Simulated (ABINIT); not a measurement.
**YAlSe3 (Pm-3m): zone-centre phonons**

Aim: the zone-centre modes of YAlSe3 (Pm-3m).

Method: DFT PBE, scalar-relativistic, plane waves, JTH PAW pseudopotentials, in ABINIT 10.8.3.

The structure was built from a prototype and need not be the compound's stable phase.

## Step 1: Set-up

The structure is cubic, space group Pm-3m (No. 221). Conventional cell: a = 4.889 Å, b = 4.889 Å, c = 4.889 Å, α = 90.00°, β = 90.00°, γ = 90.00°. Nearest to Y lie 12 Se at 3.46 Å. Al has 6 Se at 2.44 Å nearest. Nearest to Se lie 2 Al at 2.44 Å and 4 Y at 3.46 Å. Farther neighbours and most contacts between anions are not listed.

As a file:

```cif
data_structure
_symmetry_space_group_name_H-M 'Pm-3m'
_symmetry_Int_Tables_number 221
_cell_length_a 4.8888
_cell_length_b 4.8888
_cell_length_c 4.8888
_cell_angle_alpha 90.000
_cell_angle_beta 90.000
_cell_angle_gamma 90.000
_cell_volume 116.84
loop_
_atom_site_label
_atom_site_type_symbol
_atom_site_symmetry_multiplicity
_atom_site_Wyckoff_symbol
_atom_site_fract_x
_atom_site_fract_y
_atom_site_fract_z
_atom_site_occupancy
Y1 Y 1 a 0.00000 0.00000 0.00000 1
Al1 Al 1 b 0.50000 0.50000 0.50000 1
Se1 Se 3 c 0.50000 0.50000 0.00000 1
```

## Step 2: A first look

A first run with smearing and empty bands tells whether the crystal has a gap, which decides between fixed occupations and smearing later on.

probe.abi

```
# ground state
tolvrs 1.0d-08
prtden 1
prtwf 1

# basis, mesh and filling
ecut 24.0
ecutsm 3.0
pawecutdg 48.0
ixc 11
ngkpt 4 4 4
nshiftk 1
shiftk 0.0 0.0 0.0
istwfk *1
occopt 7
tsmear 0.005
nband 24
nstep 100
diemac 9.0
prtebands 0
prtgsr 0
pawxcdev 0
pawnphi 17

# cell and atoms
acell 9.238493078 9.238493078 9.238493078
rprim 
    1.0 0.0 0.0
    0.0 1.0 0.0
    0.0 0.0 1.0
ntypat 3
znucl 39 13 34
natom 5
typat 1 2 3 3 3
xred 
    0.0 0.0 0.0
    0.5 0.5 0.5
    0.5 0.5 0.0
    0.5 0.0 0.5
    0.0 0.5 0.5
pp_dirpath "./pseudo"
pseudos "Y.xml, Al.xml, Se.xml"
```

Command:

```
OMP_NUM_THREADS=1 mpirun -n 4 abinit probe.abi > probe.log
```

Numbers of over 12 decimals in the logs are rounded to 6 here.

probe.abo, the main output file:

```text
[banners, grids, parts of the stress and lines that vanish by symmetry left out]
- input  file    -> probe.abi
- output file    -> probe.abo
- root for input  files -> probei
[...]
Symmetries : space group Pm -3 m (#221); Bravais cP (primitive cubic)
[...]
mpw =        4468          nfft =       91125          nkpt =          10
[...]
== DATASET  1 ==================================================================
[...]
cutoff_energies: {ecut:  24.0, pawecutdg:  48.0, }
[...]
Exchange-correlation functional for the present dataset will be:
  GGA: Perdew-Burke-Ernzerhof functional - ixc=11
[...]
ETOT  1  -69.649591977599    -6.965E+01 9.594E-02 6.952E+00
 ETOT  2  -69.699594582798    -5.000E-02 3.855E-03 7.107E-01
 ETOT  3  -69.698930146562     6.644E-04 7.680E-04 1.528E-01
 ETOT  4  -69.698930199310    -5.275E-08 7.088E-04 1.726E-03
 ETOT  5  -69.698939312072    -9.113E-06 1.910E-04 1.924E-04
[...]
ETOT  9  -69.698939647037     1.010E-09 5.393E-05 1.990E-08
 ETOT 10  -69.698939647027     1.022E-11 6.749E-05 1.719E-09
 At SCF step   10       nres2   =  1.72E-09 < tolvrs=  1.00E-08 =>converged.
[...]
sigma(1 1)= -8.38348391E-06  sigma(3 2)=  0.00000000E+00
  sigma(2 2)= -8.38348391E-06  sigma(3 1)=  0.00000000E+00
  sigma(3 3)= -8.38348391E-06  sigma(2 1)=  0.00000000E+00
[...]
convergence: {deltae:  1.022E-11, res2:  1.719E-09, residm:  6.749E-05, diffor: null, }
etotal    :  -6.96989396E+01
[...]
sigma(1 1)= -8.38348391E-06  sigma(3 2)=  0.00000000E+00
  sigma(2 2)= -8.38348391E-06  sigma(3 1)=  0.00000000E+00
  sigma(3 3)= -8.38348391E-06  sigma(2 1)=  0.00000000E+00
[...]
- sigma(1 1)= -2.46650612E-01  sigma(3 2)=  0.00000000E+00
- sigma(2 2)= -2.46650612E-01  sigma(3 1)=  0.00000000E+00
- sigma(3 3)= -2.46650612E-01  sigma(2 1)=  0.00000000E+00
[...]
fcart     -0.0000000000E+00 -0.0000000000E+00 -0.0000000000E+00
           strten     -8.3834839075E-06 -8.3834839075E-06 -8.3834839075E-06
================================================================================

[key lines of the parts left out:]
pressure_GPa:   2.4665E-01
Total energy DC (eV): -2.97110400225393E+05
```

Elapsed: 20 s, on 4 MPI ranks of Arm Neoverse V1, shared host; 79 s of CPU time.

Read from the output:

- volume per atom: 23.37 Å³
- pressure: 0.2467 GPa
- gap on the k-mesh: 0 eV

No gap opens on this mesh, so smearing is kept.

## Step 3: Rough relaxation

The typed start is rough, so a first relaxation with smearing and loose thresholds takes it towards rest cheaply.

prerelax.abi

```
# relaxation
ionmov 2
optcell 2
dilatmx 1.15
chkdilatmx 0
ntime 40
tolmxf 3.0d-04
tolvrs 1.0d-10
prtwf 0
prtden 0
chksymtnons 0

# basis, mesh and filling
ecut 19.2
ecutsm 3.0
pawecutdg 38.4
ixc 11
ngkpt 4 4 4
nshiftk 1
shiftk 0.0 0.0 0.0
istwfk *1
occopt 7
tsmear 0.005
nband 24
nstep 100
diemac 1000000.0
prtebands 0
prtgsr 0
pawxcdev 0
pawnphi 17

# cell and atoms
acell 9.238493078 9.238493078 9.238493078
rprim 
    1.0 0.0 0.0
    0.0 1.0 0.0
    0.0 0.0 1.0
ntypat 3
znucl 39 13 34
natom 5
typat 1 2 3 3 3
xred 
    0.0 0.0 0.0
    0.5 0.5 0.5
    0.5 0.5 0.0
    0.5 0.0 0.5
    0.0 0.5 0.5
pp_dirpath "./pseudo"
pseudos "Y.xml, Al.xml, Se.xml"
```

Command:

```
OMP_NUM_THREADS=1 mpirun -n 4 abinit prerelax.abi > prerelax.log
```

prerelax.abo, the main output file:

```text
[banners, grids, parts of the stress and lines that vanish by symmetry left out]
- input  file    -> prerelax.abi
- output file    -> prerelax.abo
- root for input  files -> prerelaxi
[...]
Symmetries : space group Pm -3 m (#221); Bravais cP (primitive cubic)
[...]
mpw =        4842          nfft =       91125          nkpt =          10
[...]
== DATASET  1 ==================================================================
[...]
cutoff_energies: {ecut:  19.2, pawecutdg:  38.4, }
[...]
Exchange-correlation functional for the present dataset will be:
  GGA: Perdew-Burke-Ernzerhof functional - ixc=11
[...]
ETOT  1  -69.620113747196    -6.962E+01 1.372E-01 7.986E+00
 ETOT  2  -69.701097336325    -8.098E-02 8.733E-03 9.263E-01
 ETOT  3  -69.698995057196     2.102E-03 1.872E-03 2.502E-01
 ETOT  4  -69.698645097845     3.500E-04 1.742E-03 2.628E-03
[...]
ETOT  9  -69.698681963178    -4.761E-12 2.362E-09 2.224E-11
 At SCF step    9       nres2   =  2.22E-11 < tolvrs=  1.00E-10 =>converged.
[...]
sigma(1 1)=  4.70787024E-08  sigma(3 2)=  0.00000000E+00
  sigma(2 2)=  4.70787024E-08  sigma(3 1)=  0.00000000E+00
  sigma(3 3)=  4.70787024E-08  sigma(2 1)=  0.00000000E+00
[...]
convergence: {deltae: -4.761E-12, res2:  2.224E-11, residm:  2.362E-09, diffor: null, }
etotal    :  -6.96986820E+01
[...]
At Broyd/MD step   3, gradients are converged :
[...]
sigma(1 1)=  4.70787024E-08  sigma(3 2)=  0.00000000E+00
  sigma(2 2)=  4.70787024E-08  sigma(3 1)=  0.00000000E+00
  sigma(3 3)=  4.70787024E-08  sigma(2 1)=  0.00000000E+00
[...]
- sigma(1 1)=  1.38510324E-03  sigma(3 2)=  0.00000000E+00
- sigma(2 2)=  1.38510324E-03  sigma(3 1)=  0.00000000E+00
- sigma(3 3)=  1.38510324E-03  sigma(2 1)=  0.00000000E+00
[...]
fcart     -0.0000000000E+00 -0.0000000000E+00 -0.0000000000E+00
           strten      4.7078702388E-08  4.7078702391E-08  4.7078702394E-08
================================================================================

[key lines of the parts left out:]
pressure_GPa:  -1.3851E-03
Total energy DC (eV): -2.97110393213459E+05
```

Elapsed: 54 s, on 4 MPI ranks.

Step by step:

```tsv
step	energy less that of the first step (eV)	largest force (eV/Å)	volume (Å³)
1	0.0000	0.0000	116.84
2	-0.0001	0.0000	116.93
3	-0.0003	0.0000	117.23
```

```tsv
conventional cell, symmetrised	before	after	change
a (Å)	4.889	4.894	+0.1 %
b (Å)	4.889	4.894	+0.1 %
c (Å)	4.889	4.894	+0.1 %
volume (Å³/atom)	23.37	23.45	+0.3 %
```

The relaxed structure:

```xyz
5
Lattice="4.8942 0.0000 0.0000 0.0000 4.8942 0.0000 0.0000 0.0000 4.8942" Properties=species:S:1:pos:R:3 pbc="T T T"
Y     0.0000    0.0000    0.0000
Al    2.4471    2.4471    2.4471
Se    2.4471    2.4471    0.0000
Se    2.4471    0.0000    2.4471
Se    0.0000    2.4471    2.4471
```

Numbers from this step:

```yaml
volume_per_atom: 23.45 Å³
pressure: -0.001385 GPa
```

The volume changes by +0.3 % in this run and stands +0.3 % from the first cell.

## Step 4: Relaxing the cell and atoms

The harmonic expansion needs vanishing forces, and a free crystal bears no stress, so cell and atoms are brought to rest. Stress is more sensitive to the basis than forces are: the last 3 Ha under the cutoff are smoothed with ecutsm.

relax.abi

```
# relaxation
ionmov 2
optcell 2
dilatmx 1.08
ntime 40
tolmxf 1.0d-05
tolvrs 1.0d-14
prtwf 0
prtden 0
chksymtnons 0

# basis, mesh and filling
ecut 24.0
ecutsm 3.0
pawecutdg 48.0
ixc 11
ngkpt 6 6 6
nshiftk 1
shiftk 0.0 0.0 0.0
istwfk *1
occopt 7
tsmear 0.01
nband 24
nstep 100
diemac 1000000.0
prtebands 0
prtgsr 0
pawxcdev 0
pawnphi 17

# cell and atoms
acell 9.248670765 9.248670765 9.248670765
rprim 
    1.0 0.0 0.0
    0.0 1.0 0.0
    0.0 0.0 1.0
ntypat 3
znucl 39 13 34
natom 5
typat 1 2 3 3 3
xred 
    0.0 0.0 0.0
    0.5 0.5 0.5
    0.5 0.5 0.0
    0.5 0.0 0.5
    0.0 0.5 0.5
pp_dirpath "./pseudo"
pseudos "Y.xml, Al.xml, Se.xml"
```

Command:

```
OMP_NUM_THREADS=1 mpirun -n 4 abinit relax.abi > relax.log
```

relax.abo, the main output file:

```text
[banners, grids, parts of the stress and lines that vanish by symmetry left out]
- input  file    -> relax.abi
- output file    -> relax.abo
- root for input  files -> relaxi
[...]
Symmetries : space group Pm -3 m (#221); Bravais cP (primitive cubic)
[...]
mpw =        5644          nfft =      110592          nkpt =          20
[...]
== DATASET  1 ==================================================================
[...]
cutoff_energies: {ecut:  24.0, pawecutdg:  48.0, }
[...]
Exchange-correlation functional for the present dataset will be:
  GGA: Perdew-Burke-Ernzerhof functional - ixc=11
[...]
ETOT  1  -69.654133410093    -6.965E+01 7.092E-02 8.564E+00
 ETOT  2  -69.702529314464    -4.840E-02 9.847E-03 9.321E-01
 ETOT  3  -69.700350223500     2.179E-03 8.535E-04 2.270E-01
 ETOT  4  -69.700194555146     1.557E-04 2.408E-03 3.245E-03
 ETOT  5  -69.700209985136    -1.543E-05 2.582E-04 5.813E-04
[...]
At SCF step   16       nres2   =  7.39E-16 < tolvrs=  1.00E-14 =>converged.
[...]
sigma(1 1)= -1.45574741E-06  sigma(3 2)=  0.00000000E+00
  sigma(2 2)= -1.45574741E-06  sigma(3 1)=  0.00000000E+00
  sigma(3 3)= -1.45574741E-06  sigma(2 1)=  0.00000000E+00
[...]
convergence: {deltae:  2.089E-12, res2:  7.388E-16, residm:  1.798E-06, diffor: null, }
etotal    :  -6.97002126E+01
[...]
ETOT  1  -69.700212776077    -6.970E+01 1.355E-06 2.634E-05
[...]
At SCF step   10       nres2   =  2.31E-15 < tolvrs=  1.00E-14 =>converged.
[...]
sigma(1 1)= -1.15205885E-06  sigma(3 2)=  0.00000000E+00
  sigma(2 2)= -1.15205885E-06  sigma(3 1)=  0.00000000E+00
  sigma(3 3)= -1.15205885E-06  sigma(2 1)=  0.00000000E+00
[...]
convergence: {deltae: -4.221E-12, res2:  2.308E-15, residm:  3.331E-07, diffor: null, }
etotal    :  -6.97002127E+01
[...]
ETOT  1  -69.700214105025    -6.970E+01 2.832E-07 3.788E-04
[...]
ETOT 10  -69.700212920631     5.258E-12 7.791E-08 3.340E-14
 ETOT 11  -69.700212920633    -1.535E-12 2.358E-08 5.622E-15
 At SCF step   11       nres2   =  5.62E-15 < tolvrs=  1.00E-14 =>converged.
[...]
sigma(1 1)= -9.38349660E-10  sigma(3 2)=  0.00000000E+00
  sigma(2 2)= -9.38349661E-10  sigma(3 1)=  0.00000000E+00
  sigma(3 3)= -9.38349654E-10  sigma(2 1)=  0.00000000E+00
[...]
convergence: {deltae: -1.535E-12, res2:  5.622E-15, residm:  2.358E-08, diffor: null, }
etotal    :  -6.97002129E+01
[...]
At Broyd/MD step   3, gradients are converged :
[...]
sigma(1 1)= -9.38349660E-10  sigma(3 2)=  0.00000000E+00
  sigma(2 2)= -9.38349661E-10  sigma(3 1)=  0.00000000E+00
  sigma(3 3)= -9.38349654E-10  sigma(2 1)=  0.00000000E+00
[...]
- sigma(1 1)= -2.76072001E-05  sigma(3 2)=  0.00000000E+00
- sigma(2 2)= -2.76072002E-05  sigma(3 1)=  0.00000000E+00
- sigma(3 3)= -2.76072000E-05  sigma(2 1)=  0.00000000E+00
[...]
fcart     -0.0000000000E+00 -0.0000000000E+00 -0.0000000000E+00
           strten     -9.3834966013E-10 -9.3834966099E-10 -9.3834965405E-10
================================================================================

[key lines of the parts left out:]
pressure_GPa:   2.7607E-05
Total energy DC (eV): -2.97110434872933E+05
```

Wall time 1.7 min (4 MPI ranks); 6.7 min of CPU time.

Little changed from the start: no atom moved by 0.005 Å and no cell edge by 0.1 %.

Numbers from this step:

* volume per atom: 23.46 Å³
* pressure: 2.76e-5 GPa

The volume changes by +0.1 % in this run and stands +0.4 % from the first cell.

## Step 5: Self-consistent run for the response

The response is built on these wavefunctions, so the potential is converged far more tightly than an energy would need. ecutsm is kept as in the relaxation, so that the cell stays at rest. Smearing stays on, as the first look found no gap above 0.3 eV.

gs.abi

```
# ground state
tolvrs 1.0d-16
prtden 1
prtwf 1

# basis, mesh and filling
ecut 24.0
ecutsm 3.0
pawecutdg 48.0
ixc 11
ngkpt 6 6 6
nshiftk 1
shiftk 0.0 0.0 0.0
istwfk *1
occopt 7
tsmear 0.01
nband 24
nstep 100
diemac 1000000.0
prtebands 0
prtgsr 0
pawxcdev 0
pawnphi 17

# cell and atoms
acell 9.250607901 9.250607901 9.250607901
rprim 
    1.0 0.0 0.0
    0.0 1.0 0.0
    0.0 0.0 1.0
ntypat 3
znucl 39 13 34
natom 5
typat 1 2 3 3 3
xred 
    0.0 0.0 0.0
    0.5 0.5 0.5
    0.5 0.5 0.0
    0.5 0.0 0.5
    0.0 0.5 0.5
pp_dirpath "./pseudo"
pseudos "Y.xml, Al.xml, Se.xml"
```

Command:

```
OMP_NUM_THREADS=1 mpirun -n 4 abinit gs.abi > gs.log
```

gs.abo, the main output file:

```text
[banners, grids, parts of the stress and lines that vanish by symmetry left out]
- input  file    -> gs.abi
- output file    -> gs.abo
- root for input  files -> gsi
[...]
Symmetries : space group Pm -3 m (#221); Bravais cP (primitive cubic)
[...]
mpw =        4480          nfft =       91125          nkpt =          20
[...]
== DATASET  1 ==================================================================
[...]
cutoff_energies: {ecut:  24.0, pawecutdg:  48.0, }
[...]
Exchange-correlation functional for the present dataset will be:
  GGA: Perdew-Burke-Ernzerhof functional - ixc=11
[...]
ETOT  1  -69.664903137287    -6.966E+01 6.949E-02 6.851E+00
 ETOT  2  -69.702517131184    -3.761E-02 7.829E-03 7.214E-01
 ETOT  3  -69.700281130507     2.236E-03 2.607E-03 1.658E-01
 ETOT  4  -69.700201738484     7.939E-05 2.208E-03 3.024E-03
 ETOT  5  -69.700212196039    -1.046E-05 5.482E-04 4.819E-04
[...]
ETOT 16  -69.700214695671     1.421E-14 5.471E-06 4.250E-16
 ETOT 17  -69.700214695671     8.100E-13 3.931E-06 3.234E-17
 At SCF step   17       nres2   =  3.23E-17 < tolvrs=  1.00E-16 =>converged.
[...]
sigma(1 1)= -6.73284338E-09  sigma(3 2)=  0.00000000E+00
  sigma(2 2)= -6.73284339E-09  sigma(3 1)=  0.00000000E+00
  sigma(3 3)= -6.73284338E-09  sigma(2 1)=  0.00000000E+00
[...]
convergence: {deltae:  8.100E-13, res2:  3.234E-17, residm:  3.931E-06, diffor: null, }
etotal    :  -6.97002147E+01
[...]
sigma(1 1)= -6.73284338E-09  sigma(3 2)=  0.00000000E+00
  sigma(2 2)= -6.73284339E-09  sigma(3 1)=  0.00000000E+00
  sigma(3 3)= -6.73284338E-09  sigma(2 1)=  0.00000000E+00
[...]
- sigma(1 1)= -1.98087091E-04  sigma(3 2)=  0.00000000E+00
- sigma(2 2)= -1.98087091E-04  sigma(3 1)=  0.00000000E+00
- sigma(3 3)= -1.98087091E-04  sigma(2 1)=  0.00000000E+00
[...]
fcart     -0.0000000000E+00 -0.0000000000E+00 -0.0000000000E+00
           strten     -6.7328433809E-09 -6.7328433852E-09 -6.7328433844E-09
================================================================================

[key lines of the parts left out:]
pressure_GPa:   1.9809E-04
Total energy DC (eV): -2.97110434921235E+05
```

Elapsed: 44 s, on 4 MPI ranks.

Numbers from this step:

```
pressure : 1.98e-4 GPa
```

The cell stands at 2.0e-4 GPa, close enough for phonons.

## Step 6: Linear response at Γ

At q = 0 one unit cell holds all displacements. The response is solved for single atoms along the cell's directions, and symmetry skips those that follow from others. The crystal is treated as a metal, which screens a static field, so no field response is asked.

dfpt_gamma.abi

```

# common to the responses
getwfk_filepath "gso_WFK"
kptopt 2
nqpt 1
qpt 0.0 0.0 0.0
asr 0
chneut 0

# displacements
rfphon 1
rfatpol 1 5
rfdir 1 1 1
tolvrs 1.0d-10
prtwf 0

# basis, mesh and filling
ecut 24.0
ecutsm 3.0
pawecutdg 48.0
ixc 11
ngkpt 6 6 6
nshiftk 1
shiftk 0.0 0.0 0.0
istwfk *1
occopt 7
tsmear 0.01
nband 24
nstep 100
diemac 1000000.0
prtebands 0
prtgsr 0
pawxcdev 0
pawnphi 17

# cell and atoms
acell 9.250607901 9.250607901 9.250607901
rprim 
    1.0 0.0 0.0
    0.0 1.0 0.0
    0.0 0.0 1.0
ntypat 3
znucl 39 13 34
natom 5
typat 1 2 3 3 3
xred 
    0.0 0.0 0.0
    0.5 0.5 0.5
    0.5 0.5 0.0
    0.5 0.0 0.5
    0.0 0.5 0.5
pp_dirpath "./pseudo"
pseudos "Y.xml, Al.xml, Se.xml"
```

Command:

```
OMP_NUM_THREADS=1 mpirun -n 4 abinit dfpt_gamma.abi > dfpt_gamma.log
```

dfpt_gamma.abo, the main output file:

```text
[banners, grids, parts of the stress and lines that vanish by symmetry left out]
- input  file    -> dfpt_gamma.abi
- output file    -> dfpt_gamma.abo
- root for input  files -> dfpt_gammai
[...]
Symmetries : space group Pm -3 m (#221); Bravais cP (primitive cubic)
[...]
nfft =       91125          nkpt =         112
[...]
== DATASET  1 ==================================================================
[...]
cutoff_energies: {ecut:  24.0, pawecutdg:  48.0, }
[...]
Exchange-correlation functional for the present dataset will be:
  GGA: Perdew-Burke-Ernzerhof functional - ixc=11
[...]
Perturbation : displacement of atom   1   along direction   1
[...]
-ETOT  1   1712.4752937943     -8.004E+02 6.222E+00 1.124E+07
 ETOT  2   77.197107795373     -1.635E+03 1.929E+00 7.253E+05
 ETOT  3   4.628337     -7.257E+01 2.815E-01 6.894E+04
 ETOT  4  -2.670573     -7.299E+00 1.785E-01 1.173E+03
 ETOT  5  -2.768466     -9.789E-02 6.102E-03 5.936E+01
[...]
At SCF step   16       vres2   =  4.98E-11 < tolvrs=  1.00E-10 =>converged.
[...]
Perturbation : displacement of atom   2   along direction   1
[...]
-ETOT  1   50.948000999040      8.065E+00 2.602E-01 3.835E+05
[...]
At SCF step   14       vres2   =  4.42E-11 < tolvrs=  1.00E-10 =>converged.
[...]
Perturbation : displacement of atom   3   along direction   1
[...]
-ETOT  1   292.04234233623      9.602E+00 8.691E-01 2.427E+06
[...]
At SCF step   15       vres2   =  5.69E-11 < tolvrs=  1.00E-10 =>converged.
[...]
Perturbation : displacement of atom   3   along direction   3
[...]
-ETOT  1   375.45092243878      7.216E+01 9.294E-01 2.926E+06
[...]
ETOT 14   11.063558257884      1.887E-11 5.259E-14 2.901E-10
 ETOT 15   11.063558257884      0.000E+00 8.978E-15 2.652E-11
 At SCF step   15       vres2   =  2.65E-11 < tolvrs=  1.00E-10 =>converged.
[...]
Phonon wavevector (reduced coordinates) :  0.00000  0.00000  0.00000
 Phonon energies in Hartree :
[...]
Phonon frequencies in cm-1    :
- -1.254269E+02 -1.254269E+02 -1.254269E+02 -1.002801E+02 -1.002801E+02
- -1.002801E+02  5.977361E+00  5.977361E+00  5.977361E+00  6.607691E+01
-  6.607691E+01  6.607691E+01  3.219610E+02  3.219610E+02  3.219610E+02
[...]
fcart      0.0000000000E+00  0.0000000000E+00  0.0000000000E+00
           strten      0.0000000000E+00  0.0000000000E+00  0.0000000000E+00
================================================================================
```

Run time: 7.1 min. Hardware: 4 MPI ranks.

Read from the output:

| Property | Result |
| --- | --- |
| largest acoustic frequency at the zone centre before the sum rule | 5.98 cm⁻¹ |
| highest optical zone-centre mode (no LO-TO term) | 322.0 cm⁻¹ |
| lowest optical zone-centre mode | -125.4 cm⁻¹ |

The acoustic modes at Γ come out as far as 6.0 cm⁻¹ from zero, where they should vanish, a small numerical error. The lowest optical mode is imaginary, 125i cm⁻¹, an instability at this level and on this k mesh.

[end of part 1 of 3]

[Host names and launcher messages were left out of these logs when they were recorded.]

[Logs are printed without paths, hosts, clocks, repeated set-up lines and the standing remarks that a program may print on its own settings, such as how far it seeks lower states.]

[Hosts, paths, dates, database ids (printed as entryN), source tags and the programs' standing remarks are cut or masked in the printed files.]
